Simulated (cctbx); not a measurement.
## Reading a Patterson map

Space group Amm2 (no. 38), a = 4.1860 Å, b = 3.9160 Å, c = 22.7510 Å, α = 90.00°, β = 90.00°, γ = 90.00°, content Yb4 Rh2 Ge12.

Simulated single-crystal data (cctbx): Mo Kα, λ = 0.71073 Å, to d = 0.65 Å, 50 % of the full sphere, strongest reflection 20000 counts, noise from counting, a 2 % proportional error and a noise floor of 15 counts (s.d.); no absorption, some extinction.

Patterson synthesis, origin scaled to 1000:

```text
Patterson group A m m m
      u       v       w   height  length (A)
  0.000   0.000   0.000   1000.0     0.00
  0.000   0.000   0.333    411.1     7.57
  0.500   0.000   0.116    338.2     3.36
  0.500   0.000   0.448    332.1    10.40
  0.500   0.000   0.220    315.1     5.42
  0.000   0.000   0.279    215.7     6.35
  0.000   0.000   0.383    213.5     8.72
  0.500   0.000   0.500    121.8    11.57
  0.000   0.000   0.109    120.6     2.47
  0.500   0.000   0.169    104.1     4.38
  0.000   0.000   0.431    103.0     9.80
  0.500   0.000   0.401     50.4     9.37
  0.000   0.000   0.204     35.0     4.63
  0.000   0.168   0.029     25.8     0.92
```

Q: Assign the vectors.

A peak at u stands for all pairs with xi − xj = u, with weight Σ ZiZj against Σ Z² = 35938 at the origin. Peak heights follow these weights only roughly, since form factors, motion and series ripples differ, all vectors within 0.55 Å of a peak are counted as merged into it though the farther ones add only part of their weight, and F(000) is left out, which lowers the whole map:

| u | v | w | shortest length (Å) | height | 1000 ΣZiZj/ΣZ² | pairs in the cell |
| --- | --- | --- | --- | --- | --- | --- |
| 0.000 | 0.000 | 0.333 | 4.27 | 411 | 547 | 2 × Yb–Yb, 4 × Rh–Ge, 4 × Ge–Ge |
| 0.500 | 0.000 | 0.116 | 3.37 | 338 | 499 | 8 × Yb–Ge |
| 0.500 | 0.000 | 0.448 | 3.10 | 332 | 425 | 4 × Yb–Ge, 2 × Yb–Rh |
| 0.500 | 0.000 | 0.220 | 5.43 | 315 | 425 | 4 × Yb–Ge, 2 × Yb–Rh |
| 0.000 | 0.000 | 0.279 | 5.40 | 216 | 249 | 4 × Yb–Ge |
| 0.000 | 0.000 | 0.383 | 3.30 | 214 | 249 | 4 × Yb–Ge |
| 0.500 | 0.000 | 0.500 | 2.87 | 122 | 228 | 8 × Ge–Ge |
| 0.000 | 0.000 | 0.109 | 2.48 | 121 | 194 | 4 × Ge–Ge, 2 × Rh–Ge |
| 0.500 | 0.000 | 0.169 | 4.38 | 104 | 194 | 4 × Ge–Ge, 2 × Rh–Ge |
| 0.000 | 0.000 | 0.431 | 2.51 | 103 | 137 | 2 × Rh–Ge, 2 × Ge–Ge |

The table stops at ten peaks or at a height of 45, below which ripples compete. In the model behind the data Yb, the heaviest element, has 2 independent sites: (0, 0, 0.3384) and (0, 0, 0.0021), up to an allowed shift of origin; the Yb–Yb vectors are differences of these positions and their symmetry mates. The whole model:

```csv
atom,mult.,x,y,z,Ueq (Å²)
Yb1,2,0,0,0.3384,0.0078
Yb2,2,0,0,0.0021,0.0084
Rh1,2,1/2,1/2,0.2837,0.0105
Ge1,2,1/2,0,0.2156,0.0112
Ge2,2,1/2,0,0.1058,0.0143
Ge3,2,1/2,1/2,0.3961,0.0113
Ge4,2,1/2,0,0.4625,0.0090
Ge5,2,0,1/2,0.1141,0.0130
Ge6,2,0,1/2,0.2204,0.0114
```

This is a model crystal, built by substitution and not relaxed, with assumed displacement parameters.

[Logs are printed without paths, hosts, clocks, repeated set-up lines and the standing remarks that a program may print on its own settings, such as how far it seeks lower states.]
